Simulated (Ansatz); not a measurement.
# Resistivity from frozen vibrations: Pd(111) with 4 thermally displaced layers, 2x2, part 2 of 2

How much do lattice vibrations at 300 K scatter the electrons of Pd? Layers with random displacements are laid between perfect leads, and the resistance is followed against their length. The measured value for the pure metal at this temperature is 10.8 µΩ cm (CRC Handbook of Chemistry and Physics, 84th ed., 2003, Electrical Resistivity of Pure Metals).

Ansatz 0.2.0; Ansatz plane-wave DFT, PBE, PAW files; ballistic transport by layer matching (Landauer), zero bias; PAW set soft_1.

So far, open channels per spin nearest the Fermi level: step 2 (with 4 displaced layers) 5.23.

## (3) With 8 displaced layers

Each atom of 8 layers is moved at random, by amounts drawn from a normal law 0.0748 Å wide in each direction from the Debye model (274 K) at 300 K. A fresh draw is used; the growth of the resistance with length is what counts.

System of this step: Pd(111) with 8 thermally displaced layers, 2x2. The cell holds 56 atoms: 56 Pd. Cell: a = 5.501 Å, b = 5.501 Å, c = 31.481 Å, α = 87.5°, β = 92.5°, γ = 120.0°. It derives from Pd. Regions: lead, 24 atoms (24 Pd); scattering region, 32 atoms (32 Pd). The structure is stacked along c, and the current runs across the ab planes.

input.yaml reads:

```yaml
crystal:
  lattice:
    - [5.5010079149, 0.0, 0.0]
    - [-2.7505039575, 4.7640126007, 0.0]
    - [-1.3752519787, 0.7940021001, 31.4408790793]
  atoms:
    - { symbol: Pd, position: [0.005952381, 0.994047619, 0.0357142857] }
    - { symbol: Pd, position: [0.005952381, 0.494047619, 0.0357142857] }
    - { symbol: Pd, position: [0.505952381, 0.994047619, 0.0357142857] }
    - { symbol: Pd, position: [0.505952381, 0.494047619, 0.0357142857] }
    - { symbol: Pd, position: [0.1845238095, 0.3154761905, 0.1071428571] }
    - { symbol: Pd, position: [0.1845238095, 0.8154761905, 0.1071428571] }
    - { symbol: Pd, position: [0.6845238095, 0.3154761905, 0.1071428571] }
    - { symbol: Pd, position: [0.6845238095, 0.8154761905, 0.1071428571] }
    - { symbol: Pd, position: [0.3630952381, 0.1369047619, 0.1785714286] }
    - { symbol: Pd, position: [0.3630952381, 0.6369047619, 0.1785714286] }
    - { symbol: Pd, position: [0.8630952381, 0.1369047619, 0.1785714286] }
    - { symbol: Pd, position: [0.8630952381, 0.6369047619, 0.1785714286] }
    - { symbol: Pd, position: [0.0766143429, 0.9788307366, 0.2508498426] }
    - { symbol: Pd, position: [0.0254693057, 0.4580032504, 0.2515610827] }
    - { symbol: Pd, position: [0.5274270537, 0.9643639527, 0.2510222063] }
    - { symbol: Pd, position: [0.541572836, 0.4400122137, 0.2484264861] }
    - { symbol: Pd, position: [0.2058163981, 0.2607138439, 0.3255647494] }
    - { symbol: Pd, position: [0.2159769568, 0.7850271854, 0.3208136917] }
    - { symbol: Pd, position: [0.752371301, 0.3002324381, 0.3229346698] }
    - { symbol: Pd, position: [0.6909688203, 0.7803074747, 0.3230543619] }
    - { symbol: Pd, position: [0.4083280873, 0.0907710175, 0.3971898452] }
    - { symbol: Pd, position: [0.3760428107, 0.5904379654, 0.3950806708] }
    - { symbol: Pd, position: [0.9152635806, 0.1325410131, 0.3933054373] }
    - { symbol: Pd, position: [0.8868084428, 0.595697504, 0.3902624218] }
    - { symbol: Pd, position: [0.0651927761, 0.932282299, 0.4656677136] }
    - { symbol: Pd, position: [0.0897237641, 0.4101069328, 0.4683023741] }
    - { symbol: Pd, position: [0.5856577265, 0.9474991038, 0.4632565592] }
    - { symbol: Pd, position: [0.5697536398, 0.4261303468, 0.4667384867] }
    - { symbol: Pd, position: [0.2530145399, 0.2353899815, 0.5325248952] }
    - { symbol: Pd, position: [0.2412407028, 0.7515443967, 0.5380678012] }
    - { symbol: Pd, position: [0.745634959, 0.2268406836, 0.5377903605] }
    - { symbol: Pd, position: [0.7332009307, 0.7326107062, 0.5371910523] }
    - { symbol: Pd, position: [0.4067428155, 0.0717703392, 0.6057597282] }
    - { symbol: Pd, position: [0.4354951395, 0.564208038, 0.6076234807] }
    - { symbol: Pd, position: [0.9385707968, 0.0530112707, 0.6105219207] }
    - { symbol: Pd, position: [0.9514747273, 0.5782559358, 0.6099128777] }
    - { symbol: Pd, position: [0.1304529486, 0.9001216477, 0.6787511885] }
    - { symbol: Pd, position: [0.0923388928, 0.3850903655, 0.6767415399] }
    - { symbol: Pd, position: [0.5955610912, 0.8911862147, 0.6772194307] }
    - { symbol: Pd, position: [0.5910209128, 0.3704296758, 0.6792097184] }
    - { symbol: Pd, position: [0.3069131866, 0.2290932998, 0.7499669112] }
    - { symbol: Pd, position: [0.3172859097, 0.7298844251, 0.7527350682] }
    - { symbol: Pd, position: [0.7692951638, 0.2274815122, 0.7508076088] }
    - { symbol: Pd, position: [0.8004909515, 0.7140076235, 0.750910188] }
    - { symbol: Pd, position: [0.4702380952, 0.0297619048, 0.8214285714] }
    - { symbol: Pd, position: [0.4702380952, 0.5297619048, 0.8214285714] }
    - { symbol: Pd, position: [0.9702380952, 0.0297619048, 0.8214285714] }
    - { symbol: Pd, position: [0.9702380952, 0.5297619048, 0.8214285714] }
    - { symbol: Pd, position: [0.1488095238, 0.8511904762, 0.8928571429] }
    - { symbol: Pd, position: [0.1488095238, 0.3511904762, 0.8928571429] }
    - { symbol: Pd, position: [0.6488095238, 0.8511904762, 0.8928571429] }
    - { symbol: Pd, position: [0.6488095238, 0.3511904762, 0.8928571429] }
    - { symbol: Pd, position: [0.3273809524, 0.1726190476, 0.9642857143] }
    - { symbol: Pd, position: [0.3273809524, 0.6726190476, 0.9642857143] }
    - { symbol: Pd, position: [0.8273809524, 0.1726190476, 0.9642857143] }
    - { symbol: Pd, position: [0.8273809524, 0.6726190476, 0.9642857143] }
kpoints:
  mp_grid: { grid: [5, 5, 1] }
hamiltonian:
  xc: pbe
  pseudopotentials: { kind: paw, azcp: { folder: soft_1 } }
scf:
  occupations: { method: fermi_dirac, width: 0.1 }
output:
  transmission:
    leads: [[0, 4]]
    kmesh: [10, 10]
    e_range: [-0.05, 0.05]
    de: 0.05
  write_potential: true
  write_density: true
  volumetric_format: npy
```

Run with:

```bash
> ansatz run input.yaml --threads 4 --pin off --max-ram 15360MiB --backend cpu --events-out ev --progress --plain --runs-dir out
```

Numbers of over 12 decimals in the logs are rounded to 6 here.

What it wrote:

```text
[...]
Crystal: 56 atoms, lattice volume = 823.967 Å³
Basis set: ecut = 420 eV, 16079 PW (Γ)
Bands: 605, of which v1, the nominal top of the filled ones, is band 504 counted from 1 (503 counted from 0)
Symmetry: 1 space group operations
[...]
k-points: 13 of 25 (time reversal used)
[...]
SCF iter   1: F=—  HF=-390531.138980 eV  |F-HF|=—  |Δ(HF+E_count)|=         —  Δρ=1.52e-1  dr2=1.95e2  ethr=3.10e-3  ⟨swp⟩=5.0  Hψ=25019  notcnv=0  defer=154
[...]
SCF iter  10: F=-390481.114598 eV  HF=-390481.114598 eV  |F-HF|=6.53e-8  |Δ(HF+E_count)|=   1.79e-8  Δρ=1.54e-6  dr2=7.54e-8  ethr=9.92e-12  ⟨swp⟩=7.5  Hψ=26140  notcnv=0
SCF 1 converged in 10 iterations: F = -390481.114598 eV  dr2 = 7.54e-8
[...]
transmission: 262 of 2600 steps passed
transmission: 522 of 2600 steps passed
[...]
transmission: 2600 of 2600 steps passed
SCF converged after 10 iterations
Free energy (F): -390481.114598 eV
[...]
Internal energy: -390477.764213 eV  (E = F + TS)
E sigma→0 (E₀):  -390479.439406 eV
Entropy (-TS):   -3.350385 eV (-59.828 meV/atom)
Fermi energy:    19.755420 eV
[...]
--- Band table (eV; the first three rows and the last of 13) ---
  k-point 0: bands = [... 500 lower, 19.8572, 19.8637, 19.8695, 19.8882, 19.8889, 19.8924, 19.9151, 19.9244, ... 97 higher]
  k-point 1: bands = [... 500 lower, 19.7052, 19.7163, 19.7253, 19.7528, 19.7833, 19.7980, 19.8491, 19.8763, ... 97 higher]
  k-point 2: bands = [... 500 lower, 19.7057, 19.7157, 19.7306, 19.7378, 19.7435, 19.7533, 19.7770, 19.7874, ... 97 higher]
  k-point 12: bands = [... 500 lower, 19.6473, 19.6828, 19.6906, 19.7070, 19.7388, 19.7544, 19.7768, 19.7971, ... 97 higher]
--- Transmission ---
  basis      : 235 plane waves across, 50 finite elements along
  points     : 52, standing for a mesh of 10 x 10
[...]
channels       : 5.230000e0 a spin
[...]
junction   : crystal 0 to crystal 0, 0.70 to 29.89 Å
    transmission   : 3.473766e0 a spin
[...]
```

Wall time 18 min (4 threads of Arm Neoverse V1, shared host); peak memory 9.4 GiB.

Numbers from this step:

```
free energy                                   : -390481.1146 eV
energy at zero smearing                       : -390479.4394 eV
Fermi energy                                  : 19.76 eV
transmission per spin nearest the Fermi level : 3.474
step of the lead's potential                  : 5.4 meV
```

Per spin. The transmission, zone mean by energy, zero at the Fermi level:

```tsv
energy (eV)	transmission, zone mean
-0.0500	3.87
0.0000	3.47
0.0500	3.08
```

Over the solved energies the transmission per spin lies between 3.08 and 3.87, out of 5.24 channels of the lead on average (up to 6.11).

## (4) With 12 displaced layers

Each atom of 12 layers is moved at random, by amounts drawn from a normal law 0.0748 Å wide in each direction from the Debye model (274 K) at 300 K. A fresh draw is used; the growth of the resistance with length is what counts.

System of this step: Pd(111) with 12 thermally displaced layers, 2x2. The cell holds 72 atoms: 72 Pd. Cell: a = 5.501 Å, b = 5.501 Å, c = 40.424 Å, α = 90.0°, β = 90.0°, γ = 120.0°. It derives from Pd. Regions: lead, 24 atoms (24 Pd); scattering region, 48 atoms (48 Pd). The structure is stacked along c, and the current runs across the ab planes.

input.yaml reads:

```yaml
crystal:
  lattice:
    - [5.5010079149, 0.0, 0.0]
    - [-2.7505039575, 4.7640126007, 0.0]
    - [0.0, 0.0, 40.4239873877]
  atoms:
    - { symbol: Pd, position: [0.0, 0.0, 0.0277777778] }
    - { symbol: Pd, position: [0.0, 0.5, 0.0277777778] }
    - { symbol: Pd, position: [0.5, 0.0, 0.0277777778] }
    - { symbol: Pd, position: [0.5, 0.5, 0.0277777778] }
    - { symbol: Pd, position: [0.1666666667, 0.3333333333, 0.0833333333] }
    - { symbol: Pd, position: [0.1666666667, 0.8333333333, 0.0833333333] }
    - { symbol: Pd, position: [0.6666666667, 0.3333333333, 0.0833333333] }
    - { symbol: Pd, position: [0.6666666667, 0.8333333333, 0.0833333333] }
    - { symbol: Pd, position: [0.3333333333, 0.1666666667, 0.1388888889] }
    - { symbol: Pd, position: [0.3333333333, 0.6666666667, 0.1388888889] }
    - { symbol: Pd, position: [0.8333333333, 0.1666666667, 0.1388888889] }
    - { symbol: Pd, position: [0.8333333333, 0.6666666667, 0.1388888889] }
    - { symbol: Pd, position: [0.0015248802, 0.9943672677, 0.1909272973] }
    - { symbol: Pd, position: [0.9922128857, 0.4873863514, 0.1964422479] }
    - { symbol: Pd, position: [0.4967303201, 0.0013100499, 0.1928730658] }
    - { symbol: Pd, position: [0.4929694908, 0.4998190018, 0.1916971863] }
    - { symbol: Pd, position: [0.1699210195, 0.3316686511, 0.2478069659] }
    - { symbol: Pd, position: [0.1380975078, 0.8413850975, 0.249449607] }
    - { symbol: Pd, position: [0.657610089, 0.3296271575, 0.2533596416] }
    - { symbol: Pd, position: [0.666669503, 0.8346927232, 0.2472496019] }
    - { symbol: Pd, position: [0.3629222309, 0.1810655872, 0.3075288923] }
    - { symbol: Pd, position: [0.3411741888, 0.6810525112, 0.3062416359] }
    - { symbol: Pd, position: [0.8404731075, 0.1642781729, 0.3028295435] }
    - { symbol: Pd, position: [0.8321332901, 0.6362996967, 0.3051117835] }
    - { symbol: Pd, position: [0.9890370324, 0.9836335074, 0.3622451058] }
    - { symbol: Pd, position: [0.9938491907, 0.4931438532, 0.3620725782] }
    - { symbol: Pd, position: [0.5044219065, 0.021798446, 0.3617611407] }
    - { symbol: Pd, position: [0.4782967069, 0.4694869934, 0.3586923716] }
    - { symbol: Pd, position: [0.1810409958, 0.3325391607, 0.416143016] }
    - { symbol: Pd, position: [0.1789356967, 0.8132036261, 0.4155834702] }
    - { symbol: Pd, position: [0.6648445431, 0.3425352238, 0.415439433] }
    - { symbol: Pd, position: [0.6457340479, 0.8081423564, 0.4180156262] }
    - { symbol: Pd, position: [0.3405517015, 0.1591904805, 0.4725243257] }
    - { symbol: Pd, position: [0.3120623423, 0.6592621009, 0.4747707951] }
    - { symbol: Pd, position: [0.8533073382, 0.2029251691, 0.4707662792] }
    - { symbol: Pd, position: [0.8396860183, 0.6635984272, 0.4732687239] }
    - { symbol: Pd, position: [0.9954983084, 0.99119264, 0.5261730874] }
    - { symbol: Pd, position: [0.0410644258, 0.4987861581, 0.5240478868] }
    - { symbol: Pd, position: [0.4965052187, 0.0106410551, 0.5268529931] }
    - { symbol: Pd, position: [0.5263559427, 0.51573149, 0.5274960217] }
    - { symbol: Pd, position: [0.1523640511, 0.3175641351, 0.5820387185] }
    - { symbol: Pd, position: [0.1560955834, 0.8522349504, 0.5862753952] }
    - { symbol: Pd, position: [0.6403215706, 0.3147881757, 0.5800624031] }
    - { symbol: Pd, position: [0.6291914645, 0.7845829436, 0.5812206448] }
    - { symbol: Pd, position: [0.3482475997, 0.1612417332, 0.6404694751] }
    - { symbol: Pd, position: [0.3405034465, 0.6942983185, 0.6392573502] }
    - { symbol: Pd, position: [0.8481701177, 0.2067240313, 0.6382887658] }
    - { symbol: Pd, position: [0.8183197245, 0.6698354123, 0.638817062] }
    - { symbol: Pd, position: [0.0072607165, 0.9855360137, 0.6959327991] }
    - { symbol: Pd, position: [0.0063506457, 0.4895214145, 0.6947463705] }
    - { symbol: Pd, position: [0.5071164044, 0.0368147645, 0.6931421114] }
    - { symbol: Pd, position: [0.4854785889, 0.4832728959, 0.6938042799] }
    - { symbol: Pd, position: [0.1726115885, 0.3453829023, 0.7488708816] }
    - { symbol: Pd, position: [0.1530266746, 0.811103159, 0.748469688] }
    - { symbol: Pd, position: [0.7122921617, 0.3496744498, 0.7485547264] }
    - { symbol: Pd, position: [0.6408344075, 0.8180226809, 0.7499598819] }
    - { symbol: Pd, position: [0.3279643857, 0.1549847816, 0.803175987] }
    - { symbol: Pd, position: [0.3562096122, 0.6737553512, 0.8048627777] }
    - { symbol: Pd, position: [0.82617908, 0.1583562941, 0.8001252274] }
    - { symbol: Pd, position: [0.8265048423, 0.6498657013, 0.8037010527] }
    - { symbol: Pd, position: [0.0, 0.0, 0.8611111111] }
    - { symbol: Pd, position: [0.0, 0.5, 0.8611111111] }
    - { symbol: Pd, position: [0.5, 0.0, 0.8611111111] }
    - { symbol: Pd, position: [0.5, 0.5, 0.8611111111] }
    - { symbol: Pd, position: [0.1666666667, 0.3333333333, 0.9166666667] }
    - { symbol: Pd, position: [0.1666666667, 0.8333333333, 0.9166666667] }
    - { symbol: Pd, position: [0.6666666667, 0.3333333333, 0.9166666667] }
    - { symbol: Pd, position: [0.6666666667, 0.8333333333, 0.9166666667] }
    - { symbol: Pd, position: [0.3333333333, 0.1666666667, 0.9722222222] }
    - { symbol: Pd, position: [0.3333333333, 0.6666666667, 0.9722222222] }
    - { symbol: Pd, position: [0.8333333333, 0.1666666667, 0.9722222222] }
    - { symbol: Pd, position: [0.8333333333, 0.6666666667, 0.9722222222] }
kpoints:
  mp_grid: { grid: [5, 5, 1] }
hamiltonian:
  xc: pbe
  pseudopotentials: { kind: paw, azcp: { folder: soft_1 } }
scf:
  occupations: { method: fermi_dirac, width: 0.1 }
output:
  transmission:
    leads: [[0, 4]]
    kmesh: [10, 10]
    e_range: [-0.05, 0.05]
    de: 0.05
  write_potential: true
  write_density: true
  volumetric_format: npy
```

What it wrote:

```text
[...]
Crystal: 72 atoms, lattice volume = 1059.386 Å³
Basis set: ecut = 420 eV, 20709 PW (Γ)
Bands: 778, of which v1, the nominal top of the filled ones, is band 648 counted from 1 (647 counted from 0)
Symmetry: 1 space group operations
[...]
k-points: 13 of 25 (time reversal used)
[...]
SCF iter   1: F=—  HF=-502110.174327 eV  |F-HF|=—  |Δ(HF+E_count)|=         —  Δρ=1.52e-1  dr2=2.55e2  ethr=3.10e-3  ⟨swp⟩=5.0  Hψ=31148  notcnv=0  defer=132
[...]
SCF iter  11: F=-502046.008880 eV  HF=-502046.008880 eV  |F-HF|=2.34e-8  |Δ(HF+E_count)|=   2.10e-9  Δρ=5.22e-7  dr2=2.44e-8  ethr=7.72e-12  ⟨swp⟩=8.5  Hψ=32504  notcnv=0
SCF 1 converged in 11 iterations: F = -502046.008880 eV  dr2 = 2.44e-8
[...]
transmission: 334 of 3328 steps passed
transmission: 666 of 3328 steps passed
[...]
transmission: 3328 of 3328 steps passed
SCF converged after 11 iterations
Free energy (F): -502046.008880 eV
[...]
Internal energy: -502041.695781 eV  (E = F + TS)
E sigma→0 (E₀):  -502043.852330 eV
Entropy (-TS):   -4.313099 eV (-59.904 meV/atom)
Fermi energy:    19.757403 eV
[...]
--- Band table (eV; the first three rows and the last of 13) ---
  k-point 0: bands = [... 644 lower, 19.8467, 19.8544, 19.8578, 19.8658, 19.8731, 19.8869, 19.8969, 19.9079, ... 126 higher]
  k-point 1: bands = [... 644 lower, 19.7145, 19.7216, 19.7483, 19.7566, 19.7774, 19.8154, 19.8215, 19.8535, ... 126 higher]
  k-point 2: bands = [... 644 lower, 19.7089, 19.7175, 19.7265, 19.7355, 19.7437, 19.7496, 19.7575, 19.7651, ... 126 higher]
  k-point 12: bands = [... 644 lower, 19.6909, 19.6936, 19.7117, 19.7193, 19.7316, 19.7504, 19.7720, 19.7963, ... 126 higher]
--- Transmission ---
  basis      : 235 plane waves across, 64 finite elements along
  points     : 52, standing for a mesh of 10 x 10
[...]
channels       : 5.230000e0 a spin
[...]
junction   : crystal 0 to crystal 0, 0.70 to 38.88 Å
    transmission   : 2.826139e0 a spin
[...]
```

Elapsed: 31 min, on 4 threads; peak memory 8.2 GiB.

This step gave:

* free energy: -502046.0089 eV
* energy at zero smearing: -502043.8523 eV
* transmission per spin nearest the Fermi level: 2.826
* step of the lead's potential: 11.9 meV

Per spin. Transmission, zone mean against energy, zero at the Fermi level:

```tsv
energy (eV)	transmission, zone mean
-0.0500	3.01
0.0000	2.83
0.0500	2.57
```

Over the solved energies the transmission per spin lies between 2.57 and 3.01, out of 5.33 channels of the lead on average (up to 6.25).

## (5) Resistance against length

This step: Ansatz plane-wave DFT, PBE, PAW files; ballistic transport by layer matching (Landauer), zero bias; resistivity from the slope of the area resistance; PAW set soft_1 (Ansatz 0.2.0).

This step gave:

```yaml
resistivity: 24.28 µΩ cm
intercept: -0.09101 fΩ m²
scatter_about_the_fit: 0.01182 fΩ m²
```

Resistance, by row:

```tsv
run	length (Å)	T	channels N	RA (fΩ m²)
n4	8.983	4.388	5.323	0.1354
n8	17.97	3.474	5.243	0.3284
n12	26.95	2.804	5.33	0.5716
```

Area resistance against length of the displaced region:

```tsv
length of the displaced region (Å)	area resistance (fΩ m²)
8.98	0.135
17.97	0.328
26.95	0.572
```

The area resistance goes from 0.14 to 0.57 fΩ m² between 9.0 and 26.9 Å, a slope of 24 µΩ cm.

By hand from the end points: (0.5716 − 0.1354) fΩ m² / (26.95 − 8.98) Å = 24 µΩ cm, since 1 fΩ m² per Å is 1000 µΩ cm.

## (6) What came out

```
resistivity from the slope  : 24.3 µΩ cm
area resistance over 8.98 Å : 0.135 fΩ m²
area resistance over 18.0 Å : 0.328 fΩ m²
area resistance over 26.9 Å : 0.572 fΩ m²
```

What this shows: The slope gives 24 µΩ cm. The points scatter by 0.012 fΩ m² about the line, with one random draw a length in a 2x2 cell, so the slope is a rough value. The mean square of the displacements drawn is 0.78, 0.99 and 1.2 of the nominal one at the three lengths; with each resistance scaled back by that, the slope is 17 µΩ cm, the value used below. The lead's own channel count moves between the runs (5.32, 5.24 and 5.33), which shifts RA and the slope too. Read with a model of isotropic scattering on a spherical Fermi surface and the lead's 1.6×10¹⁵ S/m², this slope means a mean free path near 29 Å; over these lengths the model's slope is 1.04 times its bulk resistivity, which would be 17 µΩ cm. Uncorrelated displacements put too much weight on short waves, which scatter strongly; with the sideways repeat of a small cell, one draw and three short lengths, the method is good to a factor of two or three. The measured value is 10.8 µΩ cm (CRC Handbook of Chemistry and Physics, 84th ed., 2003, Electrical Resistivity of Pure Metals); the scaled slope is 1.6 times that and the corrected value 1.5: clearly high.

[Logs are printed without paths, hosts, clocks, repeated set-up lines and the standing remarks that a program may print on its own settings, such as how far it seeks lower states.]

[Hosts, paths, dates, database ids (printed as entryN), source tags and the programs' standing remarks are cut or masked in the printed files.]
